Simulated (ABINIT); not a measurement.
# SrTiO3 (Tausonite): G0W0 with ABINIT, start to end, part 2 of 3

Wanted: ground state, empty states, screening and self-energy for SrTiO3 (Tausonite).

ABINIT 10.8.3; PBE and many-body steps on it, plane waves. Known limits of the many-body steps: not at the basis limit; no spin-orbit coupling; coarse k mesh.

So far. Step 2 (Ground state): The gap is indirect, with the least direct gap 0.36 eV higher.

### 3. Bands along the symmetry lines

Level of this step: DFT, PBE, plane waves, norm-conserving pseudopotentials (ABINIT).

Levels along a band path, at the cheap level, show where the edges lie and whether the meshes to come will hold them.

File run.abi:

```
acell 3*1.0 Angstrom
rprim 
  3.905280000000 0.000000000000 0.000000000000
  0.000000000000 3.905280000000 0.000000000000
  0.000000000000 0.000000000000 3.905280000000
ntypat 3
znucl 38 22 8
natom 5
typat 1 2 3 3 3
xred 
  0.500000000000 0.500000000000 0.500000000000
  0.000000000000 0.000000000000 0.000000000000
  0.500000000000 0.000000000000 0.000000000000
  0.000000000000 0.500000000000 0.000000000000
  0.000000000000 0.000000000000 0.500000000000
pp_dirpath "pseudos"
pseudos "Sr.upf, Ti.upf, O.upf"
ecut 38
iscf -2
irdden 1
kptopt 0
nkpt 50
kpt 
  0.00000000 0.00000000 0.00000000
  0.00000000 0.06250000 0.00000000
  0.00000000 0.12500000 0.00000000
  0.00000000 0.18750000 0.00000000
  0.00000000 0.25000000 0.00000000
  0.00000000 0.31250000 0.00000000
  0.00000000 0.37500000 0.00000000
  0.00000000 0.43750000 0.00000000
  0.00000000 0.50000000 0.00000000
  0.06250000 0.50000000 0.00000000
  0.12500000 0.50000000 0.00000000
  0.18750000 0.50000000 0.00000000
  0.25000000 0.50000000 0.00000000
  0.31250000 0.50000000 0.00000000
  0.37500000 0.50000000 0.00000000
  0.43750000 0.50000000 0.00000000
  0.50000000 0.50000000 0.00000000
  0.43750000 0.43750000 0.00000000
  0.37500000 0.37500000 0.00000000
  0.31250000 0.31250000 0.00000000
  0.25000000 0.25000000 0.00000000
  0.18750000 0.18750000 0.00000000
  0.12500000 0.12500000 0.00000000
  0.06250000 0.06250000 0.00000000
  0.00000000 0.00000000 0.00000000
  0.06250000 0.06250000 0.06250000
  0.12500000 0.12500000 0.12500000
  0.18750000 0.18750000 0.18750000
  0.25000000 0.25000000 0.25000000
  0.31250000 0.31250000 0.31250000
  0.37500000 0.37500000 0.37500000
  0.43750000 0.43750000 0.43750000
  0.50000000 0.50000000 0.50000000
  0.43750000 0.50000000 0.43750000
  0.37500000 0.50000000 0.37500000
  0.31250000 0.50000000 0.31250000
  0.25000000 0.50000000 0.25000000
  0.18750000 0.50000000 0.18750000
  0.12500000 0.50000000 0.12500000
  0.06250000 0.50000000 0.06250000
  0.00000000 0.50000000 0.00000000
  0.50000000 0.50000000 0.50000000
  0.50000000 0.50000000 0.43750000
  0.50000000 0.50000000 0.37500000
  0.50000000 0.50000000 0.31250000
  0.50000000 0.50000000 0.25000000
  0.50000000 0.50000000 0.18750000
  0.50000000 0.50000000 0.12500000
  0.50000000 0.50000000 0.06250000
  0.50000000 0.50000000 0.00000000
istwfk *1
nband 31
nbdbuf 6
tolwfr 1e-07
nstep 50
prtwf 0
prtvol 0
indata_prefix "in"
outdata_prefix "out"
tmpdata_prefix "tmp"
```

Run with:

```sh
$ OMP_NUM_THREADS=1 mpirun -n 4 abinit run.abi > log
```

Numbers of over 12 decimals in the logs are rounded to 6 here.

What it wrote:

```text
.Version 10.8.3 of ABINIT. v10.8.2 released Aug 2026.

 Symmetries : space group Pm -3 m (#221); Bravais cP (primitive cubic)
[... echo of the input left out ...]
== DATASET  1 ==================================================================
-   mpi_nproc: 4, omp_nthreads: 1 (-1 if OMP is not activated)

--- !DatasetInfo
iteration_state: {dtset: 1, }
dimensions: {natom: 5, nkpt: 50, mband: 31, nsppol: 1, nspinor: 1, nspden: 1, mpw: 4632, }
cutoff_energies: {ecut:  38.0, pawecutdg:  -1.0, }
electrons: {nelect:   4.00000000E+01, charge:   0.00000000E+00, occopt:   1.00000000E+00, tsmear:   1.00000000E-02, }

 Real(R)+Recip(G) space primitive vectors, cartesian coordinates (Bohr,Bohr^-1):
 R(1)=  7.3799096  0.0000000  0.0000000  G(1)=  0.1355030  0.0000000  0.0000000
 R(2)=  0.0000000  7.3799096  0.0000000  G(2)=  0.0000000  0.1355030  0.0000000
 R(3)=  0.0000000  0.0000000  7.3799096  G(3)=  0.0000000  0.0000000  0.1355030
 Unit cell volume ucvol=  4.0193251E+02 bohr^3
 Angles (23,13,12)=  9.00000000E+01  9.00000000E+01  9.00000000E+01 degrees

 getcut: wavevector=  0.0000  0.0000  0.0000  ngfft=  45  45  45
         ecut(hartree)=     38.000   => boxcut(ratio)=   2.14855

--- Pseudopotential description ------------------------------------------------
- Sr Generated using ONCVPSP code by D. R. Hamann
- 38.00000  10.00000  171031                  znucl, zion, pspdat
12 -101130 2 -1 1834                          pspcod,pspxc,lmax,lloc,mmax
     nproj     2     2     2
  pspatm : epsatm=   12.84204793
         --- l  ekb(1:nproj) -->
             0    9.951127    1.027824
             1    7.382610    1.665143
             2    4.168853    0.950057
 pspatm: atomic psp has been read  and splines computed

- Ti Generated using ONCVPSP code by D. R. Hamann
- 22.00000  12.00000  171031                  znucl, zion, pspdat
12 -101130 2 -1 1586                          pspcod,pspxc,lmax,lloc,mmax
     nproj     2     2     2
  pspatm : epsatm=   14.68144553
         --- l  ekb(1:nproj) -->
[...]
pspatm: atomic psp has been read  and splines computed

- O Generated using ONCVPSP code by D. R. Hamann
-  8.00000   6.00000  171031                  znucl, zion, pspdat
12 -101130 2 -1 936                           pspcod,pspxc,lmax,lloc,mmax
     nproj     2     2     1
  pspatm : epsatm=    6.19545534
         --- l  ekb(1:nproj) -->
[...]
2   -1.331955
 pspatm: atomic psp has been read  and splines computed

--------------------------------------------------------------------------------

================================================================================
 prteigrs : about to open file out_EIG
 Non-SCF case, kpt    1 (  0.00000  0.00000  0.00000), residuals and eigenvalues=
  1.32E-08  4.14E-08  1.80E-08  5.05E-08  5.32E-08  9.41E-08  3.06E-08  7.12E-08
[...]
1.9739E-01  2.5134E-01  3.9556E-01  3.9556E-01  4.1257E-01  4.5175E-01
  5.4619E-01  5.5985E-01  5.6454E-01  6.0732E-01  6.0732E-01  6.3126E-01
  6.9693E-01

--- !ResultsGS
iteration_state: {dtset: 1, }
comment   : Summary of ground state results
lattice_vectors:
- [  7.3799096,   0.0000000,   0.0000000, ]
- [  0.0000000,   7.3799096,   0.0000000, ]
- [  0.0000000,   0.0000000,   7.3799096, ]
lattice_lengths: [   7.37991,    7.37991,    7.37991, ]
lattice_angles: [ 90.000,  90.000,  90.000, ] # degrees, (23, 13, 12)
lattice_volume:   4.0193251E+02
convergence: {deltae:  0.000E+00, res2:  0.000E+00, residm:  9.999E-08, diffor:  0.000E+00, }
etotal    :  -1.43540844E+02
entropy   :   0.00000000E+00
fermie    :   2.54497182E-01
cartesian_stress_tensor: null
pressure_GPa: null
xred      :
- [  5.0000E-01,   5.0000E-01,   5.0000E-01, Sr]
- [  0.0000E+00,   0.0000E+00,   0.0000E+00, Ti]
- [  5.0000E-01,   0.0000E+00,   0.0000E+00,  O]
- [  0.0000E+00,   5.0000E-01,   0.0000E+00,  O]
- [  0.0000E+00,   0.0000E+00,   5.0000E-01,  O]
cartesian_forces: null
force_length_stats: {min: null, max: null, mean: null, }

 Integrated electronic density in atomic spheres:
 ------------------------------------------------
 Atom  Sphere_radius  Integrated_density
[...]
================================================================================

 ----iterations are completed or convergence reached----

 Mean square residual over all n,k,spin=   48.693E-09; max=  99.988E-09
 reduced coordinates (array xred) for    5 atoms
[...]
0.000000000000      0.500000000000      0.000000000000
       0.000000000000      0.000000000000      0.500000000000

 cartesian coordinates (angstrom) at end:
    1      1.952640     1.952640     1.952640
    2      0.000000     0.000000     0.000000
    3      1.952640     0.000000     0.000000
    4      0.000000     1.952640     0.000000
    5      0.000000     0.000000     1.952640
 length scales=  1.889726125908  1.889726125908  1.889726125908 bohr
              =  1.000000000000  1.000000000000  1.000000000000 angstroms
 prteigrs : about to open file out_EIG
 Eigenvalues (hartree) for nkpt=  50  k points:
 kpt#   1, nband= 31, wtk=  1.00000, kpt=  0.0000  0.0000  0.0000 (reduced coord)
[...]
kpt#   2, nband= 31, wtk=  1.00000, kpt=  0.0000  0.0625  0.0000 (reduced coord)
[...]
kpt#   3, nband= 31, wtk=  1.00000, kpt=  0.0000  0.1250  0.0000 (reduced coord)
[...]
kpt#  49, nband= 31, wtk=  1.00000, kpt=  0.5000  0.5000  0.0625 (reduced coord)
[...]
0.54504    0.56114    0.56444    0.60138    0.60138    0.63049    0.69358
 kpt#  50, nband= 31, wtk=  1.00000, kpt=  0.5000  0.5000  0.0000 (reduced coord)
[...]
-0.28217   -0.27058   -0.27058    0.08476    0.08863    0.10098    0.15040    0.15040
   0.19112    0.19739    0.19739    0.25134    0.39556    0.39556    0.41257    0.45175
   0.54619    0.55985    0.56454    0.60732    0.60732    0.63126    0.69693

== END DATASET(S) ==============================================================
================================================================================

 -outvars: echo values of variables after computation  --------
            nband          31
             nkpt          50
          spgroup         221
 [... the other variables as echoed above ...]

 Calculation completed.
```

The job ended after 38 s (4 MPI ranks of Arm Neoverse V1, shared host; peak memory 0.37 GiB; 2.5 min of CPU time).

Numbers from this step:

| Property | Result |
| --- | --- |
| gap | 1.908 eV |
| k of the valence top | 0.5, 0.5, 0.5 |
| k of the conduction bottom | 0, 0, 0 |
| least direct gap | 2.263 eV |

The gap is 1.908 eV, as in the run before at this level.

The electronic bands at the labelled points (eV, zero at the top of the highest filled band):

```tsv
point	band 17	band 18	band 19	band 20	band 21	band 22	band 23	band 24
Γ	-1.17	-0.36	-0.36	-0.36	1.91	1.91	1.91	4.39
halfway	-1.66	-1.60	-0.60	-0.60	1.99	2.96	2.96	4.40
X	-2.34	-1.96	-0.73	-0.73	2.07	3.83	3.83	4.40
halfway	-1.86	-1.45	-1.32	-0.63	3.03	3.83	3.96	5.14
M	-1.72	-1.55	-1.55	-0.09	3.84	3.84	4.30	5.37
halfway	-1.70	-1.35	-1.06	-0.73	2.92	3.06	3.34	5.02
Γ	-1.17	-0.36	-0.36	-0.36	1.91	1.91	1.91	4.39
halfway	-2.78	-0.92	-0.92	-0.62	3.40	3.45	3.45	6.54
R	-3.71	0.00	0.00	0.00	4.52	4.52	4.52	7.00
halfway	-2.71	-0.94	-0.80	-0.52	3.53	4.03	4.05	6.50
X	-2.34	-1.96	-0.73	-0.73	2.07	3.83	3.83	4.40
jump to R	-3.71	0.00	0.00	0.00	4.52	4.52	4.52	7.00
halfway	-3.15	-0.66	-0.66	-0.04	4.12	4.12	4.41	6.82
M	-1.72	-1.55	-1.55	-0.09	3.84	3.84	4.30	5.37
```

### 4. Empty states on the mesh, 4×4×4 mesh, 730 bands

The sums over transitions need many empty states on a uniform mesh; this step solves for them.

File run.abi:

```
acell 3*1.0 Angstrom
rprim 
  3.905280000000 0.000000000000 0.000000000000
  0.000000000000 3.905280000000 0.000000000000
  0.000000000000 0.000000000000 3.905280000000
ntypat 3
znucl 38 22 8
natom 5
typat 1 2 3 3 3
xred 
  0.500000000000 0.500000000000 0.500000000000
  0.000000000000 0.000000000000 0.000000000000
  0.500000000000 0.000000000000 0.000000000000
  0.000000000000 0.500000000000 0.000000000000
  0.000000000000 0.000000000000 0.500000000000
pp_dirpath "pseudos"
pseudos "Sr.upf, Ti.upf, O.upf"
ecut 38
ngkpt 4 4 4
nshiftk 1
shiftk 0 0 0
kptopt 1
chksymbreak 0
irdden 1
istwfk *1
nband 730
prtvol 0
optdriver 6
gwr_task "HDIAGO"
paral_kgb 0
occopt 1
indata_prefix "in"
outdata_prefix "out"
tmpdata_prefix "tmp"
```

What it wrote:

```text
[banner, memory and clock lines left out]
.Version 10.8.3 of ABINIT. v10.8.2 released Aug 2026.

 Symmetries : space group Pm -3 m (#221); Bravais cP (primitive cubic)
[... echo of the input left out ...]
== DATASET  1 ==================================================================
-   mpi_nproc: 4, omp_nthreads: 1 (-1 if OMP is not activated)

--- !DatasetInfo
iteration_state: {dtset: 1, }
dimensions: {natom: 5, nkpt: 10, mband: 730, nsppol: 1, nspinor: 1, nspden: 1, mpw: 4632, }
cutoff_energies: {ecut:  38.0, pawecutdg:  -1.0, }
electrons: {nelect:   4.00000000E+01, charge:   0.00000000E+00, occopt:   1.00000000E+00, tsmear:   1.00000000E-02, }

.Using double precision arithmetic; gwpc =  8

- Reading GS density from: in_DEN

--- Pseudopotential description ------------------------------------------------
- Sr Generated using ONCVPSP code by D. R. Hamann
- 38.00000  10.00000  171031                  znucl, zion, pspdat
12 -101130 2 -1 1834                          pspcod,pspxc,lmax,lloc,mmax
     nproj     2     2     2
  pspatm : epsatm=   12.84204793
         --- l  ekb(1:nproj) -->
             0    9.951127    1.027824
             1    7.382610    1.665143
             2    4.168853    0.950057
 pspatm: atomic psp has been read  and splines computed

- Ti Generated using ONCVPSP code by D. R. Hamann
- 22.00000  12.00000  171031                  znucl, zion, pspdat
12 -101130 2 -1 1586                          pspcod,pspxc,lmax,lloc,mmax
     nproj     2     2     2
  pspatm : epsatm=   14.68144553
         --- l  ekb(1:nproj) -->
[...]
pspatm: atomic psp has been read  and splines computed

- O Generated using ONCVPSP code by D. R. Hamann
-  8.00000   6.00000  171031                  znucl, zion, pspdat
12 -101130 2 -1 936                           pspcod,pspxc,lmax,lloc,mmax
     nproj     2     2     1
  pspatm : epsatm=    6.19545534
         --- l  ekb(1:nproj) -->
             0    6.056735    0.824024
             1   -4.717130   -1.149271
             2   -1.331955
 pspatm: atomic psp has been read  and splines computed

   1.84439438E+03                                ecore*ucvol(ha*bohr**3)

 Total charge density [el/Bohr^3]
)     Maximum=    1.3479E+00  at reduced coord.    0.0000    0.0000    0.9111
)     Minimum=    5.0390E-03  at reduced coord.    0.4889    0.4889    0.0000
   Integrated=    4.0000E+01

 === KS gaps after direct diagonalization ===
 Indirect band gap semiconductor
 Fundamental gap:     1.908 (eV)
   VBM:     6.925 (eV) at k: [ 5.0000E-01,  5.0000E-01,  5.0000E-01]
   CBM:     8.833 (eV) at k: [ 0.0000E+00,  0.0000E+00,  0.0000E+00]
 Direct gap:         2.263 (eV) at k: [ 0.0000E+00,  0.0000E+00,  0.0000E+00]

== END DATASET(S) ==============================================================

 -outvars: echo values of variables after computation  --------
           etotal      0.0000000000E+00
            nband         730
             nkpt          10
          spgroup         221
 [... the other variables as echoed above ...]

 Calculation completed.
```

Wall time 3.4 min (4 MPI ranks); peak memory 4.8 GiB.

Numbers from this step:

```
gap                                                           : 1.908 eV
k of the valence top                                          : 0.5, 0.5, 0.5
k of the conduction bottom                                    : 0, 0, 0
least direct gap                                              : 2.263 eV
k points computed                                             : 10
lowest point of the top converged band, above the valence top : 284.3780 eV
```

On this mesh the gap is 1.908 eV.

### 5. Screening, 4×4×4 mesh, 504 bands, screening to 292.8 eV

The RPA dielectric matrix is built and inverted for each q.

This step: RPA screening on PBE, plane waves, norm-conserving pseudopotentials.

run.abi: that of step 4 with these lines changed.

```diff
@@ -23,10 +23,11 @@
 chksymbreak 0
-irdden 1
 istwfk *1
-nband 730
-prtvol 0
-optdriver 6
-gwr_task "HDIAGO"
-paral_kgb 0
 occopt 1
+irdwfk 1
+optdriver 3
+nband 504
+ecuteps 10.76
+inclvkb 2
+awtr 1
+symchi 1
 indata_prefix "in"
```

What it wrote:

```text
.Version 10.8.3 of ABINIT. v10.8.2 released Aug 2026.

 Symmetries : space group Pm -3 m (#221); Bravais cP (primitive cubic)
[... echo of the input left out ...]
== DATASET  1 ==================================================================
-   mpi_nproc: 4, omp_nthreads: 1 (-1 if OMP is not activated)

--- !DatasetInfo
iteration_state: {dtset: 1, }
dimensions: {natom: 5, nkpt: 10, mband: 504, nsppol: 1, nspinor: 1, nspden: 1, mpw: 4632, }
cutoff_energies: {ecut:  38.0, pawecutdg:  -1.0, }
electrons: {nelect:   4.00000000E+01, charge:   0.00000000E+00, occopt:   1.00000000E+00, tsmear:   1.00000000E-02, }

 SCREENING: Calculation of the susceptibility and dielectric matrices

 Based on a program developped by R.W. Godby, V. Olevano, G. Onida, and L. Reining.
 Incorporated in ABINIT by V. Olevano, G.-M. Rignanese, and M. Torrent.
.Using double precision arithmetic ; gwpc =  8

[... cell and pseudopotentials left out ...]
--------------------------------------------------------------------------------

 ==== K-mesh for the wavefunctions ====
 Number of points in the irreducible wedge :    10
[... list of points left out ...]
 Together with 48 symmetry operations and time-reversal symmetry
 yields    64 points in the full Brillouin Zone.

 ==== Q-mesh for the screening function ====
 Number of points in the irreducible wedge :    10
[... list of points left out ...]
 Together with 48 symmetry operations and time-reversal symmetry
 yields    64 points in the full Brillouin Zone.

 setmesh: FFT mesh size selected  =    32x   32x   32
          total number of points  =        32768

 vcoul_init : cutoff-mode = AUXILIARY_FUNCTION
 q-points for optical limit:   1
     1)      0.000010    0.000020    0.000030

- screening: taking advantage of time-reversal symmetry
- Maximum band index for partially occupied states nbvw = 20
- Remaining bands to be divided among processors   nbcw = 484
- Number of bands treated by each node ~121

 Number of electrons calculated from density =   40.0000; Expected =   40.0000
 average of density, n =  0.099519
 r_s =    1.3387
 omega_plasma =   30.4305 [eV]

 calculating chi0 at frequencies [eV] :
  1    0.000000E+00    0.000000E+00
  2    0.000000E+00    3.043050E+01

--------------------------------------------------------------------------------
  q-point number  1        q = ( 0.000000, 0.000000, 0.000000) [r.l.u.]
--------------------------------------------------------------------------------
[... chi0 elements left out ...]
 For q-point:  0.000010 0.000020 0.000030
  dielectric constant =   6.3864
  dielectric constant without local fields =   6.7781

  Average fulfillment of the sum rule on Im[epsilon] for q-point    1 :     89.72  [%]
[... wings left out ...]
  q-point number  2        q = ( 0.250000, 0.000000, 0.000000) [r.l.u.]
--------------------------------------------------------------------------------
[... chi0 elements left out ...]
  Average fulfillment of the sum rule on Im[epsilon] for q-point    2 :     92.64  [%]

 [... 8 further q-points ...]
```

Elapsed: 18 min, on 4 MPI ranks; peak memory 3.9 GiB.

This step gave:

- ε∞ with local fields, on this mesh, along the program's q direction: 6.386
- the same without local fields: 6.778
- plasma frequency: 30.43 eV
- plane waves in the screening matrix: 691

Local fields lower ε∞ by 6 %. On a Γ-centred mesh this coarse the value itself is usually too large, while a short band sum pulls it down.

(Continued in part 3 of 3.)

[Paths, hosts, dates, memory and timing lines, banners, echoed tables and standing remarks are left out of the program output.]

[Logs are printed without paths, hosts, clocks, repeated set-up lines and the standing remarks that a program may print on its own settings, such as how far it seeks lower states.]

[Runs of the session that timed out or met a known fault of the program may be left out.]

[Hosts, paths, dates, database ids (printed as entryN), source tags and the programs' standing remarks are cut or masked in the printed files.]

[G0W0 gaps are taken among the corrected bands and points alone; a level outside them can change the order at an edge.]

[Where Ansatz stands beside ABINIT at settings called matched, ABINIT's density can come from a denser mesh and the files from another edition; pairs whose starting gaps differed by over 0.03 eV were left out, so agreement reads better than it is.]
